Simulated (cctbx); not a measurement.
# Which space group?

Cell: a = 16.1413 Å, b = 4.4500 Å, c = 7.8190 Å, α = 90.00°, β = 117.34°, γ = 90.00°. Expected content of the cell: I8 Ca2 Mg2.

The data are simulated with cctbx, not measured: synchrotron X-rays, λ = 0.4959 Å, to d = 0.7 Å, 50 % of the full sphere, strongest reflection 70000 counts, noise from counting, a 2 % proportional error and a noise floor of 15 counts (s.d.); no absorption.

A first pass over the reflections prints:

```text
3112 reflections to d = 0.700 A
centring   violations  <I/sigma> of those
    A        601 of  1570      8.6
    B        601 of  1545      8.8
    C          0 of  1531     -0.0
    I        672 of  1572     13.1
    R        926 of  2104     13.5
    F        601 of  2323      5.8
Laue class    unique    Rint  (classes that these axes allow; Friedel mates merged)
C 1 2/m 1         777   0.014
space group    extra absences  I>4sigma  <I/sigma>
C 1 2 1                 0          0         -  acentric
C 1 m 1                 0          0         -  acentric
C 1 2/m 1               0          0         -  centric
Wilson B = 0.81 A^2   <|E^2-1|> = 0.931 (0.968 centric, 0.736 acentric)   E^2>4: 2.5 %
shell (A)         n   <I/sigma>
 7.17 - 1.40    105     37.3
 1.40 - 1.11    100     38.1
 1.11 - 0.97    100     37.9
 0.97 - 0.88     95     35.2
 0.88 - 0.82     97     33.9
 0.82 - 0.77     93     28.8
 0.77 - 0.73     96     33.6
 0.73 - 0.70     91     31.7
```

**Question.** What are the lattice type, the Laue class and the likely space group?

The reflections that C centring forbids are absent (⟨I/σ⟩ near 0), so the lattice is C.

Only C 1 2/m 1 fits these axes (Rint 0.014); a search for a hidden higher lattice was not made.

3 settings pass the absence test. No glide or screw absences show, which leaves C 1 2 1, C 1 m 1 and C 1 2/m 1.

⟨|E²−1|⟩ = 0.931 leans to a centrosymmetric structure. The Wilson B of 0.81 Å² means U ≈ 0.0103 Å².

The true group is C2/m (no. 12), Laue class 2/m, centrosymmetric. The tables only narrow the choice to the tied entries; cell content, site symmetry and trial solutions must settle it.

The model is made up (kin elements in a known structure type, no relaxation), so it says nothing on whether the phase exists.

[Logs are printed without paths, hosts, clocks, repeated set-up lines and the standing remarks that a program may print on its own settings, such as how far it seeks lower states.]
